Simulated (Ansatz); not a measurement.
In doubt: masses and optical values from hybrid runs of this build are listed as unsure (in some of the runs), which bears on the screening that GW takes from such a start; one-shot GW on d or f shells is unsure (in some of the runs), so the values of those runs are not to be relied on.

Consider GaCuSe2 (I-42d).

Symmetry: I-42d, No. 122, tetragonal system. The conventional cell has a = 5.619 Å, b = 5.619 Å, c = 11.026 Å, α = 90.00°, β = 90.00°, γ = 90.00°. Nearest to Ga lie 4 Se at 2.42 Å. Nearest to Cu lie 4 Se at 2.42 Å. Nearest to Se lie 2 Ga at 2.42 Å and 2 Cu at 2.42 Å. Farther neighbours and most contacts between anions are not listed.

```xyz
8
Lattice="-2.8096 2.8096 5.5130 2.8096 -2.8096 5.5130 2.8096 2.8096 -5.5130" Properties=species:S:1:pos:R:3 pbc="T T T"
Ga    0.0000    0.0000    5.5130
Ga    2.8096    0.0000    2.7565
Cu    0.0000    0.0000    0.0000
Cu    0.0000    2.8096    2.7565
Se    1.4083    1.4048    1.3783
Se    1.4048    4.2108   -1.3783
Se    1.4013    1.4048    6.8913
Se    1.4048   -1.4013    4.1348
```

The cell and positions come from the Crystallography Open Database and are kept as given unless a step says otherwise.

Gaps computed with Ansatz 0.2.0 without a self-energy: HSE06 1.43 eV, r2SCAN 0.63 eV and PBE0 2.05 eV.

**Question.** Estimate the G0W0@HSE06 gap with 4×4×4 mesh, 443 empty bands, screening to 108 eV, PAW set soft_1 files.

About 1.43 eV: on its mesh the run moves the gap from 1.43 eV by +0.004 eV. Among the scalar-relativistic levels given, HSE06 is nearest (+0.00 eV). Bands and cutoff are finite, so the gap is not at the basis limit. The miss can reach some tenths of an eV and take either sign; the mesh is an error of its own. A d shell, filled or nearly so, lies near the gap. One-shot GW converges very slowly in bands there, not always from below, and on a semilocal start the gap tends to come out low; starts rich in exact exchange can overshoot instead. The many-body steps are scalar-relativistic: spin-orbit coupling is not in them.

[Paths, hosts, dates, memory and timing lines, banners, echoed tables and standing remarks are left out of the program output.]

[Logs are printed without paths, hosts, clocks, repeated set-up lines and the standing remarks that a program may print on its own settings, such as how far it seeks lower states.]

[Runs of the session that timed out or met a known fault of the program may be left out.]

[Cells called generated may have been cut or substituted from an entry of the Crystallography Open Database or the Materials Project.]

[Hosts, paths, dates, database ids (printed as entryN), source tags and the programs' standing remarks are cut or masked in the printed files.]
